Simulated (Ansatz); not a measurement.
# Cs on Ir(111): change of the work function, part 2 of 2

How does one ordered layer of Cs (fcc site) change the work function of Ir(111), and what dipole does each adsorbate carry?

Ansatz 0.2.0; plane-wave DFT, PBE, Ansatz PAW.

So far, work function, upper face (eV): step 2 (the clean slab) 5.49.

## 3. The covered slab

System of this step: Cs/Ir(111). The cell holds 17 atoms: 16 Ir and 1 Cs. Its edges and angles: a = 5.431 Å, b = 5.431 Å, c = 28.278 Å, α = 90.0°, β = 90.0°, γ = 60.0°. Vacuum lies along c.

The clean slab as it ended is repeated in the plane and the adsorbate is set on one face; the cell's size fixes the coverage, and the k-mesh shrinks with it to keep the sampling density about even. Adsorbate and upper layers relax, since the dipole depends on the height.

Input file input.yaml:

```yaml
crystal:
  lattice:
    - [5.4305800796, 0.0, 0.0]
    - [2.7152900398, 4.7030203062, 0.0]
    - [0.0, 0.0, 28.2777532365]
  atoms:
    - { symbol: Ir, position: [0.0, 0.0, 0.3182713961] }
    - { symbol: Ir, position: [0.1666666667, 0.1666666667, 0.3966731352] }
    - { symbol: Ir, position: [0.3333333333, 0.3333333333, 0.474983605] }
    - { symbol: Ir, position: [0.0, 0.0, 0.5529181458] }
    - { symbol: Ir, position: [0.0, 0.5, 0.3182713961] }
    - { symbol: Ir, position: [0.1666666667, 0.6666666667, 0.3966731352] }
    - { symbol: Ir, position: [0.3333333333, 0.8333333333, 0.474983605] }
    - { symbol: Ir, position: [0.0, 0.5, 0.5529181458] }
    - { symbol: Ir, position: [0.5, 0.0, 0.3182713961] }
    - { symbol: Ir, position: [0.6666666667, 0.1666666667, 0.3966731352] }
    - { symbol: Ir, position: [0.8333333333, 0.3333333333, 0.474983605] }
    - { symbol: Ir, position: [0.5, 0.0, 0.5529181458] }
    - { symbol: Ir, position: [0.5, 0.5, 0.3182713961] }
    - { symbol: Ir, position: [0.6666666667, 0.6666666667, 0.3966731352] }
    - { symbol: Ir, position: [0.8333333333, 0.8333333333, 0.474983605] }
    - { symbol: Ir, position: [0.5, 0.5, 0.5529181458] }
    - { symbol: Cs, position: [0.1666666667, 0.1666666667, 0.6817286039] }
kpoints:
  mp_grid: { grid: [6, 6, 1] }
hamiltonian:
  xc: pbe
scf:
  occupations: { method: fermi_dirac, width: 0.1 }
  convergence: { dr2_threshold: 1.0e-08 }
efield:
  axis: 3
  dipole_correction: true
  ramp_position: 0.97
  ramp_width: 0.06
relax:
  f_tol: 0.02
  max_steps: 60
  constraints: [{ sites: [0, 1, 4, 5, 8, 9, 12, 13] }]
output:
  dos: { projected: true, e_range: [-8, 4] }
  write_potential: true
  write_density: true
  volumetric_format: npy
  elf: true
```

Run with:

```
> ansatz run input.yaml --threads 4 --pin off --max-ram 6144MiB --backend cpu --events-out ev --progress --plain --runs-dir out
```

Numbers of over 12 decimals in the logs are rounded to 6 here.

What it wrote:

```text
[...]
Crystal: 17 atoms, lattice volume = 722.217 Å³
Basis set: ecut = 420 eV, 14045 PW (Γ), exchange–correlation on 80×80×384 points (8 copies of the dense FFT grid, shifted against one another)
Bands: 169, of which v1, the nominal top of the filled ones, is band 141 counted from 1 (140 counted from 0)
Symmetry: 6 space group operations
[...]
k-points: 7 of 36 (time reversal used)
[...]
SCF iter   1: F=—  HF=-196630.207072 eV  |F-HF|=—  |Δ(HF+E_count)|=         —  Δρ=7.59e-3  dr2=4.61e0  ethr=1.77e-3  p=0.493 e·Å  D=1.23e-1 V/Å  ΔV_dip=-3.49 eV  dr2_dipole=6.15e-1  V_vac-E_F(+/−)=1.68/5.17 eV  ⟨swp⟩=8.3  Hψ=5166  notcnv=0  defer=8
[...]
SCF iter  13: F=-196630.121122 eV  HF=-196630.121122 eV  |F-HF|=1.11e-8  |Δ(HF+E_count)|=   2.42e-9  Δρ=4.62e-7  dr2=2.24e-9  ethr=3.56e-12  p=0.478 e·Å  D=1.20e-1 V/Å  ΔV_dip=-3.39 eV  dr2_dipole=4.10e-10  V_vac-E_F(+/−)=2.12/5.51 eV  ⟨swp⟩=16.0  Hψ=8752  notcnv=0
SCF 1 converged in 13 iterations: F = -196630.121122 eV  dr2 = 2.24e-9
[...]
relax step   1: F+E_penalty+E_count = -196630.12112224 eV  Δ(F+E_penalty+E_count) = +0.000e0 eV  max|allowed force component| = 6.344e-1 eV/Å  Δτ_max = 0.0000 Å  (13 SCF iters, accepted)
[...]
SCF iter  10: F=-196630.187344 eV  HF=-196630.187344 eV  |F-HF|=2.04e-10  |Δ(HF+E_count)|=   1.83e-8  Δρ=3.80e-7  dr2=2.98e-9  ethr=3.56e-12  p=0.488 e·Å  D=1.22e-1 V/Å  ΔV_dip=-3.46 eV  dr2_dipole=3.97e-10  V_vac-E_F(+/−)=2.05/5.51 eV  ⟨swp⟩=14.4  Hψ=8311  notcnv=0
SCF 2 converged in 10 iterations: F = -196630.187344 eV  dr2 = 2.98e-9
[...]
relax step   2: F+E_penalty+E_count = -196630.18734388 eV  Δ(F+E_penalty+E_count) = -6.622e-2 eV  max|allowed force component| = 6.003e-1 eV/Å  Δτ_max = 0.0855 Å  (10 SCF iters, accepted)
SCF iter   1: F=—  HF=-196630.300574 eV  |F-HF|=—  |Δ(HF+E_count)|=         —  Δρ=2.14e-3  dr2=3.15e-1  ethr=2.95e-3  p=0.488 e·Å  D=1.22e-1 V/Å  ΔV_dip=-3.46 eV  dr2_dipole=1.41e-2  V_vac-E_F(+/−)=2.06/5.52 eV  ⟨swp⟩=4.1  Hψ=2205  notcnv=0  defer=15
[...]
SCF iter  12: F=-196630.292166 eV  HF=-196630.292166 eV  |F-HF|=2.07e-9  |Δ(HF+E_count)|=   3.03e-9  Δρ=4.68e-7  dr2=5.06e-9  ethr=3.56e-12  p=0.513 e·Å  D=1.29e-1 V/Å  ΔV_dip=-3.64 eV  dr2_dipole=4.85e-11  V_vac-E_F(+/−)=1.87/5.51 eV  ⟨swp⟩=15.6  Hψ=8888  notcnv=0
SCF 3 converged in 12 iterations: F = -196630.292166 eV  dr2 = 5.06e-9
[...]
relax step   3: F+E_penalty+E_count = -196630.29216630 eV  Δ(F+E_penalty+E_count) = -1.048e-1 eV  max|allowed force component| = 4.420e-1 eV/Å  Δτ_max = 0.1956 Å  (12 SCF iters, accepted)
[...]
relax step   4: F+E_penalty+E_count = -196630.35179876 eV  Δ(F+E_penalty+E_count) = -5.963e-2 eV  max|allowed force component| = 1.369e-1 eV/Å  Δτ_max = 0.1947 Å  (12 SCF iters, accepted)
[...]
relax step   5: F+E_penalty+E_count = -196630.35750908 eV  Δ(F+E_penalty+E_count) = -5.710e-3 eV  max|allowed force component| = 3.772e-2 eV/Å  Δτ_max = 0.0596 Å  (10 SCF iters, accepted)
SCF iter   1: F=—  HF=-196630.356762 eV  |F-HF|=—  |Δ(HF+E_count)|=         —  Δρ=3.94e-4  dr2=1.45e-2  ethr=1.65e-6  p=0.556 e·Å  D=1.39e-1 V/Å  ΔV_dip=-3.94 eV  dr2_dipole=4.11e-3  V_vac-E_F(+/−)=1.57/5.51 eV  ⟨swp⟩=3.0  Hψ=2344  notcnv=0  defer=22
[...]
SCF iter   9: F=-196630.357894 eV  HF=-196630.357894 eV  |F-HF|=1.14e-9  |Δ(HF+E_count)|=   1.84e-8  Δρ=3.69e-7  dr2=6.13e-9  ethr=3.56e-12  p=0.559 e·Å  D=1.40e-1 V/Å  ΔV_dip=-3.96 eV  dr2_dipole=1.44e-10  V_vac-E_F(+/−)=1.55/5.51 eV  ⟨swp⟩=14.3  Hψ=8832  notcnv=0
SCF 6 converged in 9 iterations: F = -196630.357894 eV  dr2 = 6.13e-9
relax step   6: F+E_penalty+E_count = -196630.35789412 eV  Δ(F+E_penalty+E_count) = -3.850e-4 eV  max|allowed force component| = 1.016e-2 eV/Å  Δτ_max = 0.0165 Å  (9 SCF iters, accepted)
NSCF: frozen V_eff on 7 k-points
[...]
SCF converged after 9 iterations
Free energy (F): -196630.357894 eV
[...]
Internal energy: -196629.769385 eV  (E = F + TS)
E sigma→0 (E₀):  -196630.063639 eV
Entropy (-TS):   -0.588510 eV (-34.618 meV/atom)
Fermi energy:    6.413107 eV
Dipole field:    D = 0.140162 V/Å  (p = 0.559417 e·Å, saw-weighted, corrected)
Work function:   Φ+ = 1.5455 eV   Φ− = 5.5091 eV
[...]
--- Forces (eV/Å), atoms counted from 1 ---
  atom   1  Ir     0.00342562     0.00197779     0.17005823
  atom   2  Ir    -0.00000000    -0.00000000    -0.11551405
  atom   3  Ir     0.00163098     0.00094165     0.00139307
  atom   4  Ir    -0.00324038    -0.00187083    -0.00841279
  atom   5  Ir     0.00000000    -0.00395557     0.17005823
  atom   6  Ir     0.02787324    -0.01609262    -0.18431441
  atom   7  Ir     0.00000000    -0.00188330     0.00139307
  atom   8  Ir     0.00000000     0.00374167    -0.00841279
  atom   9  Ir    -0.00342562     0.00197779     0.17005823
  atom  10  Ir    -0.00000000     0.03218525    -0.18431441
  atom  11  Ir    -0.00163098     0.00094165     0.00139307
  atom  12  Ir     0.00324038    -0.00187083    -0.00841279
  atom  13  Ir     0.00000000    -0.00000000     0.17010751
  atom  14  Ir    -0.02787324    -0.01609262    -0.18431441
  atom  15  Ir     0.00000000     0.00000000    -0.00280536
  atom  16  Ir     0.00000000     0.00000000     0.00185198
  atom  17  Cs     0.00000000    -0.00000000     0.01016244
  max |Σ_I F_I| component: 2.52e-5 eV/Å
--- Band table (eV; the first three rows and the last of 7) ---
  k-point 0: bands = [... 137 lower, 7.0395, 7.0395, 7.0488, 7.1774, 7.1774, 7.3956, 7.3956, 7.4015, ... 24 higher]
  k-point 1: bands = [... 137 lower, 6.6601, 6.7179, 6.8142, 6.8389, 6.9045, 6.9427, 6.9484, 7.0260, ... 24 higher]
  k-point 2: bands = [... 137 lower, 5.8941, 5.8964, 6.1568, 6.3396, 6.4146, 6.5068, 6.5763, 6.5947, ... 24 higher]
  k-point 6: bands = [... 137 lower, 5.9921, 6.1338, 6.1343, 6.1516, 6.1610, 6.4854, 6.5208, 6.5471, ... 24 higher]
--- Relaxed structure (6 steps of the walk, 6 accepted, 0 SCFs on fresh bases) ---
  F+E_penalty+E_count = -196630.35789412 eV   max|allowed force component| = 1.016e-2 eV/Å
  atoms:
    - { symbol: Ir, position: [-1.7959490104491818e-17, -1.7959490104491818e-17, 0.3182713961] }
    - { symbol: Ir, position: [0.166667, 0.166667, 0.3966731352] }
    - { symbol: Ir, position: [0.333377, 0.333377, 0.475412] }
    - { symbol: Ir, position: [-0.00127391, -0.00127391, 0.553262] }
    - { symbol: Ir, position: [-2.7755575615628914e-17, 0.500000, 0.3182713961] }
    - { symbol: Ir, position: [0.166667, 0.666667, 0.3966731352] }
    - { symbol: Ir, position: [0.333377, 0.833246, 0.475412] }
    - { symbol: Ir, position: [-0.00127391, 0.502548, 0.553262] }
    - { symbol: Ir, position: [0.500000, -1.7959490104491818e-17, 0.3182713961] }
    - { symbol: Ir, position: [0.666667, 0.166667, 0.3966731352] }
    - { symbol: Ir, position: [0.833246, 0.333377, 0.475412] }
    - { symbol: Ir, position: [0.502548, -0.00127391, 0.553262] }
    - { symbol: Ir, position: [0.500000, 0.500000, 0.3182713961] }
    - { symbol: Ir, position: [0.666667, 0.666667, 0.3966731352] }
    - { symbol: Ir, position: [0.833333, 0.833333, 0.474521] }
    - { symbol: Ir, position: [0.500000, 0.500000, 0.554192] }
    - { symbol: Cs, position: [0.166667, 0.166667, 0.662213] }
```

The job ended after 85 s (4 threads of Intel Xeon Platinum 8559C (Emerald Rapids), shared host; peak memory 3 GiB; 5.5 min of CPU time).

Relaxation path:

```tsv
step	energy less that of the first step (eV)	largest force component (eV/Å)
1	0.0000	0.6344
2	-0.0662	0.6003
3	-0.1710	0.4420
4	-0.2307	0.1369
5	-0.2364	0.0377
6	-0.2368	0.0102
```

The run keeps the 6 symmetry operations that it works with, so distortions that break them were not tested.

The atoms that moved most (Å):

```tsv
atom	dx	dy	dz	length
Cs17	0.000	0.000	-0.552	0.552
Ir16	0.000	0.000	0.036	0.036
Ir4	-0.010	-0.006	0.010	0.015
Ir12	0.010	-0.006	0.010	0.015
Ir8	0.000	0.012	0.010	0.015
Ir15	0.000	0.000	-0.013	0.013
Ir3	0.000	0.000	0.012	0.012
Ir11	0.000	0.000	0.012	0.012
```

Final coordinates:

```xyz
17
Lattice="5.4306 0.0000 0.0000 2.7153 4.7030 0.0000 0.0000 0.0000 28.2778" Properties=species:S:1:pos:R:3
Ir    0.0000    0.0000    9.0000
Ir    1.3576    0.7838   11.2170
Ir    2.7156    1.5679   13.4436
Ir   -0.0104   -0.0060   15.6450
Ir    1.3576    2.3515    9.0000
Ir    2.7153    3.1353   11.2170
Ir    4.0729    3.9188   13.4436
Ir    1.3576    2.3635   15.6450
Ir    2.7153    0.0000    9.0000
Ir    4.0729    0.7838   11.2170
Ir    5.4302    1.5679   13.4436
Ir    2.7257   -0.0060   15.6450
Ir    4.0729    2.3515    9.0000
Ir    5.4306    3.1353   11.2170
Ir    6.7882    3.9192   13.4184
Ir    4.0729    2.3515   15.6713
Cs    1.3576    0.7838   18.7259
```

This step gave:

```
energy at zero smearing        : -196630.0636 eV
work function, upper face      : 1.545 eV
work function, lower face      : 5.509 eV
dipole along the normal        : 0.5594 e·Å
step between the vacuum levels : -3.964 eV
```

Running mean over 2.217 Å of the planar mean; the ramp of the sawtooth is left out. The electron's electrostatic potential energy less the Fermi level by z:

z (Å), electron's electrostatic potential energy less the Fermi level (eV) and a bar from the least value:
```
        4        5.5 ##############################
        5        5.5 ##############################
        6        5.4 ##############################
        7        4.3 ############################
        8       -5.5 #############
        9      -12.7 #
       10      -13.3 
       11      -13.5 
       12      -13.5 
       13      -13.5 
       14      -13.5 
       15      -13.3 
       16      -11.9 ###
       17       -2.7 #################
       18       -0.5 #####################
       19       -2.1 ##################
       20       -0.6 ####################
       21        1.0 #######################
       22        1.4 #######################
       23        1.5 ########################
       24        1.5 ########################
       25        1.5 ########################
```

The density of states has structure finer than the step of the table below, so its rows give means over 0.25 eV, whole bins alone (the curve runs from -8 to 1.98 eV). Peaks (eV: height): -4.330: 46.4, -3.580: 35.2, -3.400: 62.0, -3.100: 49.7, -2.050: 38.8, -1.980: 47.4, 0.540: 35.0.

The density of states by energy, zero at the Fermi level; means over each step:

```tsv
energy (eV)	density of states (states/eV a cell)
-7.75	2.05
-7.50	11.2
-7.25	10.6
-7.00	13.2
-6.75	14.8
-6.50	17.8
-6.25	21.3
-6.00	17.7
-5.75	11.9
-5.50	14.8
-5.25	16.6
-5.00	14.4
-4.75	18.7
-4.50	14.6
-4.25	18.0
-4.00	23.4
-3.75	20.5
-3.50	33.2
-3.25	26.4
-3.00	32.1
-2.75	18.7
-2.50	14.7
-2.25	15.4
-2.00	30.8
-1.75	14.9
-1.50	12.2
-1.25	19.8
-1.00	22.0
-0.75	23.4
-0.50	20.1
-0.25	16.0
0.00	16.0
0.25	23.2
0.50	25.5
0.75	22.6
1.00	16.5
1.25	16.8
1.50	11.9
1.75	5.29
```

Projected DOS per atom over height of the atomic layer and energy from the Fermi level. Layers: Ir4 Ir4 Ir4 Ir4 Cs from below.

Values in states/eV, 22 rows by 5 columns, each cell a mean:
```
0.31 0.17 0.18 0.32 0.36
0.78 0.75 0.77 0.79 0.63
1.00 1.43 1.41 0.93 0.55
1.40 1.39 1.32 1.21 0.66
1.21 0.82 0.82 1.24 0.41
1.38 1.02 0.97 1.39 0.17
1.60 1.01 1.08 1.55 0.12
1.19 0.77 0.81 1.09 0.20
1.58 1.10 1.15 1.42 0.22
1.20 0.74 0.72 1.29 0.11
1.67 0.87 0.90 1.60 0.05
2.13 1.55 1.55 2.29 0.04
1.49 1.55 1.53 1.55 0.02
1.00 1.17 1.17 1.07 0.02
0.83 1.16 1.16 0.85 0.02
0.87 0.97 0.96 0.89 0.01
0.89 0.93 0.91 0.91 0.01
0.90 1.19 1.16 0.87 0.02
0.89 1.45 1.45 0.94 0.02
0.46 1.27 1.28 0.48 0.03
0.37 1.01 1.01 0.37 0.03
0.14 0.36 0.37 0.15 0.02
```
Columns: height of the atomic layer (Å) from 9 to 18.7 (not evenly spaced); rows upwards: energy from the Fermi level (eV) from -7.96 to 1.95.

ELF in the ca plane at fractional y = 0.167, with atoms of Ir and Cs within 0.2 Å of it. It is the smooth field of the valence electrons, not physical close to the nuclei.

Values, 8 rows by 16 columns, each cell a mean:
```
0.35 0.28 0.31 0.30 0.42 0.31 0.40 0.31 0.16 0.60 0.54 0.11 0.03 0.06 0.04 0.01
0.29 0.38 0.47 0.30 0.31 0.25 0.30 0.30 0.15 0.07 0.07 0.02 0.04 0.06 0.04 0.01
0.30 0.49 0.55 0.29 0.28 0.18 0.32 0.33 0.18 0.02 0.01 0.02 0.06 0.07 0.04 0.01
0.29 0.39 0.48 0.30 0.30 0.25 0.31 0.30 0.15 0.05 0.05 0.02 0.05 0.07 0.04 0.01
0.35 0.28 0.31 0.30 0.42 0.31 0.40 0.31 0.15 0.58 0.53 0.10 0.03 0.06 0.04 0.01
0.29 0.38 0.47 0.30 0.31 0.26 0.30 0.28 0.39 0.78 0.82 0.31 0.04 0.05 0.04 0.02
0.30 0.49 0.55 0.29 0.28 0.18 0.32 0.29 0.53 0.26 0.73 0.42 0.04 0.05 0.04 0.02
0.29 0.39 0.48 0.30 0.30 0.25 0.30 0.28 0.41 0.75 0.82 0.32 0.04 0.05 0.04 0.02
```
Columns run along c (16.0 Å, from fractional 0.33 to 0.89 of the cell), rows up along a (5.4 Å). Atoms in or near the plane, at fractional coordinates: Ir at (0.40, 0.17), Ir at (0.40, 0.67), Cs at (0.66, 0.17).

Valence density in the ca plane at fractional y = 0.167, with atoms of Ir and Cs within 0.2 Å of it. It is the smooth field of the valence electrons, not physical close to the nuclei.

Ten steps, logarithmic in the rise over the least value, from '0' (0.0 e/Å³) to '9' (8.8 e/Å³), each cell a mean:
```
65333443335665445665321123332100000000000000
64333443335665434665321001111000000000000000
44345775434554333454321000000000000000000000
33358998533333223333211000000000000000000000
33368998533332222333211000000000000000000000
33358997533333223333211000000000000000000000
54345665334554334554321000000000000000000000
65333443335665445665321111111000000000000000
64333443335665434665321123433100000000000000
44345775434554333444321245554310000000000000
33358998533333223333212355455421000000000000
33368998533332222333212354135421000000000000
33358997533333223333222355455420000000000000
54345665334554334554321245554310000000000000
```
Columns run along c (16.0 Å, from fractional 0.33 to 0.89 of the cell), rows up along a (5.4 Å). Atoms in or near the plane, at fractional coordinates: Ir at (0.40, 0.17), Ir at (0.40, 0.67), Cs at (0.66, 0.17).

Electrostatic potential energy in the ca plane at fractional y = 0.167, with atoms of Ir and Cs within 0.2 Å of it. With pseudopotentials it is smooth inside the atoms' cores, unlike the true potential.

Values in eV, 8 rows by 16 columns, each cell a mean:
```
-10   4   2   0 -22   1 -20   1   8   2   4   8   9   9   9   9
  0 -13 -24   2  -5   5  -4   6  10   8   8   8   9   9   9   9
  5 -30 -42   1   6   8   7   9  10   9   8   9   9   9   9   9
  0 -15 -26   2  -3   5  -3   6  10   8   8   8   9   9   9   9
-10   4   2   0 -22   1 -20   1   8   2   5   8   9   9   9   9
  0 -13 -24   2  -5   5  -3   6   2 -17  -8   7   9   9   9   9
  5 -30 -42   1   6   8   7   9  -4 -17 -14   6   9   9   9   9
  0 -15 -26   2  -3   6  -2   6   1 -18  -9   7   9   9   9   9
```
Columns run along c (16.0 Å, from fractional 0.33 to 0.89 of the cell; values clipped at the 3rd and 97th percentile), rows up along a (5.4 Å). Atoms in or near the plane, at fractional coordinates: Ir at (0.40, 0.17), Ir at (0.40, 0.67), Cs at (0.66, 0.17).

The relaxation took 6 steps and lowered the energy by 0.24 eV; the largest force on the free atoms ends at 0.010 eV/Å.

By hand: a sheet of dipoles makes a step −p/(ε₀A) in the electron's potential. With e/ε₀ = 180.95 V·Å, p = 0.5594 e·Å and A = 25.54 Å², that is −180.95 × (0.5594) / 25.54 = -3.963 eV, and the two vacuum levels of the run differ by -3.964 eV.

The covered face has 1.55 eV, -3.94 eV against the clean one; the bare back face has moved by +0.02 eV, a measure of how thin the slab is.

## 4. Work function against coverage

This step: plane-wave DFT, PBE, Ansatz PAW; work function against coverage (Ansatz 0.2.0).

The runs are now put side by side.

This step gave:

| Property | Result |
| --- | --- |
| work function of the clean face | 5.486 eV |
| largest change of the work function | -3.941 eV |

Table of work function of the covered face by coverage:

```tsv
coverage (adsorbates/nm²)	work function of the covered face (eV)
0.00	5.49
3.92	1.55
```

The dipole per adsorbate comes from the change of the cell's dipole. Coverage, by row:

```tsv
coverage (1/nm²)	coverage (ML)	work function (eV)	change (eV)	dipole per adsorbate, positive end outwards (debye)	mean height of the added atoms over the highest substrate atom (Å)
3.915	0.25	1.545	-3.941	2.682	3.055
```

## 5. Results

```yaml
work_function_of_the_clean_face: 5.49 eV
work_function_at_0p25_ml: 1.55 eV
dipole_per_adsorbate_at_0p25_ml_positive_end_outwards: 2.68 D
```

What this shows: Cs lowers the work function of Ir(111) at the lowest coverage, by 3.94 eV: the adsorbate layer has its positive end outwards. One coverage alone was completed, so no trend follows. The slab has 4 layers, at the tabulated experimental lattice constant, one starting site was run, and quantum-size effects of a slab this thin can reach one or two tenths of an eV.

[Logs are printed without paths, hosts, clocks, repeated set-up lines and the standing remarks that a program may print on its own settings, such as how far it seeks lower states.]

[Hosts, paths, dates, database ids (printed as entryN), source tags and the programs' standing remarks are cut or masked in the printed files.]

[Maps of the electrostatic potential energy from Ansatz leave out the sawtooth potential of an applied field or a dipole correction, so their vacuum need not be flat; planar profiles and work functions include it.]

[The density of states shown here was stored with 400 of the rows of the run's finer table, so its peaks can read low, often by over a quarter, or be missed, and its means over a window can be off by a tenth or more.]
